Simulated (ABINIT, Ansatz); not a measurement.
# A GW chain in ABINIT: CsCaF3 (Pm-3m)

How does a plane-wave GW calculation on CsCaF3 (Pm-3m) run from the first input to the gap?

Method: LDA and many-body steps on it, plane waves, in ABINIT 10.8.3.

## Step 1: Starting point

The structure is cubic, space group Pm-3m (No. 221). The conventional cell has a = 4.521 Å, b = 4.521 Å, c = 4.521 Å, α = 90.00°, β = 90.00°, γ = 90.00°. Nearest to Cs lie 12 F at 3.20 Å. Ca has 6 F at 2.26 Å nearest. Nearest to F lie 2 Ca at 2.26 Å and 4 Cs at 3.20 Å. Farther neighbours and most contacts between anions are not listed.

Structure file:

```cif
data_structure
_symmetry_space_group_name_H-M 'P 1'
_symmetry_Int_Tables_number 1
_cell_length_a 4.5205
_cell_length_b 4.5205
_cell_length_c 4.5205
_cell_angle_alpha 90.000
_cell_angle_beta 90.000
_cell_angle_gamma 90.000
_cell_volume 92.38
loop_
_atom_site_label
_atom_site_type_symbol
_atom_site_fract_x
_atom_site_fract_y
_atom_site_fract_z
_atom_site_occupancy
Cs1 Cs 0.00000 0.00000 0.00000 1
Ca2 Ca 0.50000 0.50000 0.50000 1
F3 F 0.00000 0.50000 0.50000 1
F4 F 0.50000 0.00000 0.50000 1
F5 F 0.50000 0.50000 0.00000 1
```

The cell and positions are those that the Materials Project relaxed with its own functionals (PBE, PBE+U or r2SCAN), kept fixed. Spin-orbit coupling is left out unless a step names it.

## Step 2: Ground state

This step: ABINIT 10.8.3; DFT, LDA, plane waves, norm-conserving pseudopotentials.

The ground-state density comes first.

The input, run.abi:

```
acell 3*1.0 Angstrom
rprim 
  4.520531030000 0.000000000000 0.000000000000
  0.000000000000 4.520531030000 0.000000000000
  0.000000000000 0.000000000000 4.520531030000
ntypat 3
znucl 55 20 9
natom 5
typat 1 2 3 3 3
xred 
  0.000000000000 0.000000000000 0.000000000000
  0.500000000000 0.500000000000 0.500000000000
  0.000000000000 0.500000000000 0.500000000000
  0.500000000000 0.000000000000 0.500000000000
  0.500000000000 0.500000000000 0.000000000000
pp_dirpath "pseudos"
pseudos "Cs.upf, Ca.upf, F.upf"
ecut 36
ngkpt 4 4 4
nshiftk 1
shiftk 0 0 0
kptopt 1
chksymbreak 0
nband 26
occopt 1
tolvrs 1e-10
nstep 60
prtwf 0
optforces 0
optstress 0
indata_prefix "in"
outdata_prefix "out"
tmpdata_prefix "tmp"
```

Run with:

```bash
$ OMP_NUM_THREADS=1 mpirun -n 4 abinit run.abi > log
```

Numbers of over 12 decimals in the logs are rounded to 6 here.

The program printed:

```text
.Version 10.8.3 of ABINIT. v10.8.2 released Aug 2026.

 Symmetries : space group Pm -3 m (#221); Bravais cP (primitive cubic)
================================================================================
 Values of the parameters that define the memory need of the present run
     intxc =       0    ionmov =       0      iscf =       7    lmnmax =       8
     lnmax =       8     mgfft =      48  mpssoang =       4    mqgrid =    3001
     natom =       5  nloc_mem =       1    nspden =       1   nspinor =       1
    nsppol =       1      nsym =      48    n1xccc =    2501    ntypat =       3
    occopt =       1   xclevel =       1
-    mband =          26        mffmem =           1         mkmem =           3
       mpw =        6479          nfft =      110592          nkpt =          10
================================================================================
  Rough estimation (10% accuracy) of disk space for files :
================================================================================

--------------------------------------------------------------------------------
------------- Echo of variables that govern the present computation ------------
--------------------------------------------------------------------------------
 -outvars: echo values of preprocessed input variables --------
            acell      1.8897261259E+00  1.8897261259E+00  1.8897261259E+00 Bohr

      chksymbreak           0
             ecut      3.60000000E+01 Hartree
-          fftalg         312

              ixc       -1012
              kpt      0.00000000E+00  0.00000000E+00  0.00000000E+00
                       2.50000000E-01  0.00000000E+00  0.00000000E+00
                       5.00000000E-01  0.00000000E+00  0.00000000E+00
                       2.50000000E-01  2.50000000E-01  0.00000000E+00
                       5.00000000E-01  2.50000000E-01  0.00000000E+00
                       5.00000000E-01  5.00000000E-01  0.00000000E+00
                       2.50000000E-01  2.50000000E-01  2.50000000E-01
                       5.00000000E-01  2.50000000E-01  2.50000000E-01
                       5.00000000E-01  5.00000000E-01  2.50000000E-01
                       5.00000000E-01  5.00000000E-01  5.00000000E-01
         kptrlatt        4    0    0      0    4    0      0    0    4
          kptrlen      3.41702624E+01
P           mkmem           3
            natom           5
            nband          26
            ngfft          48      48      48
             nkpt          10
            nstep          60
             nsym          48
           ntypat           3
              occ      2.000000  2.000000  2.000000  2.000000  2.000000  2.000000
                       2.000000  2.000000  2.000000  2.000000  2.000000  2.000000
                       2.000000  2.000000  2.000000  2.000000  2.000000  2.000000
                       2.000000  2.000000  0.000000  0.000000  0.000000  0.000000
                       0.000000  0.000000
        optforces           0
        optstress           0
            prtwf           0
            rprim      4.5205310300E+00  0.0000000000E+00  0.0000000000E+00
                       0.0000000000E+00  4.5205310300E+00  0.0000000000E+00
[...]
spgroup         221

           tolvrs      1.00000000E-10

             xred      0.0000000000E+00  0.0000000000E+00  0.0000000000E+00
[...]
znucl       55.00000   20.00000    9.00000

================================================================================

 chkinp: Checking input parameters for consistency.

================================================================================
== DATASET  1 ==================================================================
-   mpi_nproc: 4, omp_nthreads: 1 (-1 if OMP is not activated)

--- !DatasetInfo
iteration_state: {dtset: 1, }
dimensions: {natom: 5, nkpt: 10, mband: 26, nsppol: 1, nspinor: 1, nspden: 1, mpw: 6479, }
cutoff_energies: {ecut:  36.0, pawecutdg:  -1.0, }
electrons: {nelect:   4.00000000E+01, charge:   0.00000000E+00, occopt:   1.00000000E+00, tsmear:   1.00000000E-02, }

 Real(R)+Recip(G) space primitive vectors, cartesian coordinates (Bohr,Bohr^-1):
 R(1)=  8.5425656  0.0000000  0.0000000  G(1)=  0.1170609  0.0000000  0.0000000
 R(2)=  0.0000000  8.5425656  0.0000000  G(2)=  0.0000000  0.1170609  0.0000000
 R(3)=  0.0000000  0.0000000  8.5425656  G(3)=  0.0000000  0.0000000  0.1170609
 Unit cell volume ucvol=  6.2339737E+02 bohr^3
 Angles (23,13,12)=  9.00000000E+01  9.00000000E+01  9.00000000E+01 degrees

 getcut: wavevector=  0.0000  0.0000  0.0000  ngfft=  48  48  48
         ecut(hartree)=     36.000   => boxcut(ratio)=   2.08035

--- Pseudopotential description ------------------------------------------------
- Cs Generated using ONCVPSP code by D. R. Hamann
- 55.00000   9.00000  201201                  znucl, zion, pspdat
12 -1012 3 -1 2328                            pspcod,pspxc,lmax,lloc,mmax
     nproj     2     2     2     2
  pspatm : epsatm=   21.68725381
         --- l  ekb(1:nproj) -->
[...]
pspatm: atomic psp has been read  and splines computed

- Ca Generated using ONCVPSP code by D. R. Hamann
- 20.00000  10.00000  180309                  znucl, zion, pspdat
12 -1012 2 -1 1724                            pspcod,pspxc,lmax,lloc,mmax
     nproj     2     2     2     0
  pspatm : epsatm=   12.51424511
         --- l  ekb(1:nproj) -->
[...]
pspatm: atomic psp has been read  and splines computed

- F Generated using ONCVPSP code by D. R. Hamann
-  9.00000   7.00000  201202                  znucl, zion, pspdat
12 -1012 2 -1 824                             pspcod,pspxc,lmax,lloc,mmax
     nproj     2     2     1     0
  pspatm : epsatm=    4.94580260
         --- l  ekb(1:nproj) -->
[...]
2   -2.364936
 pspatm: atomic psp has been read  and splines computed

   1.96155627E+03                                ecore*ucvol(ha*bohr**3)
--------------------------------------------------------------------------------

_setup2: Arith. and geom. avg. npw (full set) are    6430.953    6430.915

================================================================================

--- !BeginCycle
iteration_state: {dtset: 1, }
solver: {iscf: 7, nstep: 60, nline: 4, wfoptalg: 0, }
tolerances: {tolvrs: 1.00E-10, }

     iter   Etot(hartree)      deltaE(h)  residm     vres2
 ETOT  1  -135.95330866426    -1.360E+02 8.908E-02 7.307E+02
 ETOT  2  -136.00650378958    -5.320E-02 8.416E-03 4.922E+02
 ETOT  3  -136.22448412609    -2.180E-01 1.225E-02 5.701E+01
 ETOT  4  -136.23471233997    -1.023E-02 2.029E-02 1.064E+00
 ETOT  5  -136.23476964009    -5.730E-05 5.102E-03 3.355E-01
 ETOT  6  -136.23485749867    -8.786E-05 9.873E-04 2.306E-03
 ETOT  7  -136.23485779747    -2.988E-07 6.610E-04 6.688E-05
 ETOT  8  -136.23485780299    -5.520E-09 2.100E-04 1.772E-05
 ETOT  9  -136.23485780815    -5.164E-09 2.684E-04 4.670E-08
 ETOT 10  -136.23485780818    -3.138E-11 8.181E-05 2.974E-09
 ETOT 11  -136.23485780818    -1.592E-12 1.018E-04 3.128E-10
 ETOT 12  -136.23485780818     3.439E-12 3.023E-05 7.030E-12

 At SCF step   12       vres2   =  7.03E-12 < tolvrs=  1.00E-10 =>converged.

--- !ResultsGS
iteration_state: {dtset: 1, }
comment   : Summary of ground state results
lattice_vectors:
- [  8.5425656,   0.0000000,   0.0000000, ]
- [  0.0000000,   8.5425656,   0.0000000, ]
- [  0.0000000,   0.0000000,   8.5425656, ]
lattice_lengths: [   8.54257,    8.54257,    8.54257, ]
lattice_angles: [ 90.000,  90.000,  90.000, ] # degrees, (23, 13, 12)
lattice_volume:   6.2339737E+02
convergence: {deltae:  3.439E-12, res2:  7.030E-12, residm:  3.023E-05, diffor:  0.000E+00, }
etotal    :  -1.36234858E+02
entropy   :   0.00000000E+00
fermie    :   5.59362094E-03
cartesian_stress_tensor: null
pressure_GPa: null
xred      :
- [  0.0000E+00,   0.0000E+00,   0.0000E+00, Cs]
- [  5.0000E-01,   5.0000E-01,   5.0000E-01, Ca]
- [  0.0000E+00,   5.0000E-01,   5.0000E-01,  F]
- [  5.0000E-01,   0.0000E+00,   5.0000E-01,  F]
- [  5.0000E-01,   5.0000E-01,   0.0000E+00,  F]
cartesian_forces: null
force_length_stats: {min: null, max: null, mean: null, }

 Integrated electronic density in atomic spheres:
 ------------------------------------------------
 Atom  Sphere_radius  Integrated_density
[...]
================================================================================

 ----iterations are completed or convergence reached----

 Mean square residual over all n,k,spin=   25.795E-08; max=  30.230E-06
 reduced coordinates (array xred) for    5 atoms
       0.000000000000      0.000000000000      0.000000000000
       0.500000000000      0.500000000000      0.500000000000
       0.000000000000      0.500000000000      0.500000000000
       0.500000000000      0.000000000000      0.500000000000
       0.500000000000      0.500000000000      0.000000000000
 rms dE/dt=  0.0000E+00; max dE/dt=  0.0000E+00; dE/dt below (all hartree)
    1       0.000000000000      0.000000000000      0.000000000000
    2       0.000000000000      0.000000000000      0.000000000000
    3       0.000000000000      0.000000000000      0.000000000000
    4       0.000000000000      0.000000000000      0.000000000000
    5       0.000000000000      0.000000000000      0.000000000000

 cartesian coordinates (angstrom) at end:
    1      0.000000     0.000000     0.000000
    2      2.260266     2.260266     2.260266
    3      0.000000     2.260266     2.260266
    4      2.260266     0.000000     2.260266
    5      2.260266     2.260266     0.000000
 length scales=  1.889726125908  1.889726125908  1.889726125908 bohr
              =  1.000000000000  1.000000000000  1.000000000000 angstroms
 prteigrs : about to open file out_EIG
 Fermi (or HOMO) energy (hartree) =   0.00559   Average Vxc (hartree)=  -0.36151
 Eigenvalues (hartree) for nkpt=  10  k points:
 kpt#   1, nband= 26, wtk=  0.01563, kpt=  0.0000  0.0000  0.0000 (reduced coord)
  -1.28650   -0.68540   -0.67683   -0.67683   -0.62360   -0.60215   -0.60215   -0.60215
  -0.14559   -0.14559   -0.14559   -0.01742   -0.01742   -0.01742   -0.00881   -0.00881
  -0.00881    0.00471    0.00471    0.00471    0.25697    0.30065    0.30065    0.31440
   0.31440    0.31440
 prteigrs : prtvol=0 or 1, do not print more k-points.

--- !EnergyTerms
iteration_state     : {dtset: 1, }
comment             : Components of total free energy in Hartree
kinetic             :  6.68598626341189E+01
hartree             :  3.81939831677280E+01
xc                  : -3.04547636212754E+01
Ewald energy        : -8.81894361365023E+01
psp_core            :  3.14655845796115E+00
local_psp           : -1.24217839470682E+02
non_local_psp       : -1.57322283952842E+00
total_energy        : -1.36234857808180E+02
total_energy_eV     : -3.70713933598469E+03
band_energy         : -1.26874457832719E+01

== END DATASET(S) ==============================================================
================================================================================

 -outvars: echo values of variables after computation  --------
           etotal     -1.3623485781E+02
            nband          26
             nkpt          10
          spgroup         221
 [... the other variables as echoed above ...]

 Calculation completed.
```

Wall time 21 s (4 MPI ranks of Arm Neoverse V2, shared host); peak memory 0.35 GiB.

Numbers from this step:

```
total energy               : -3707.1393 eV
gap                        : 6.840 eV
k of the valence top       : 0.5, 0.5, 0.5
k of the conduction bottom : 0, 0, 0
least direct gap           : 6.864 eV
```

The gap is indirect, with the least direct gap 0.02 eV higher.

(Part 1 of 3 ends here.)

[Paths, hosts, dates, memory and timing lines, banners, echoed tables and standing remarks are left out of the program output.]

[Logs are printed without paths, hosts, clocks, repeated set-up lines and the standing remarks that a program may print on its own settings, such as how far it seeks lower states.]

[Runs of the session that timed out or met a known fault of the program may be left out.]

[Hosts, paths, dates, database ids (printed as entryN), source tags and the programs' standing remarks are cut or masked in the printed files.]

[G0W0 gaps are taken among the corrected bands and points alone; a level outside them can change the order at an edge.]

[Where Ansatz stands beside ABINIT at settings called matched, ABINIT's density can come from a denser mesh and the files from another edition; pairs whose starting gaps differed by over 0.03 eV were left out, so agreement reads better than it is.]
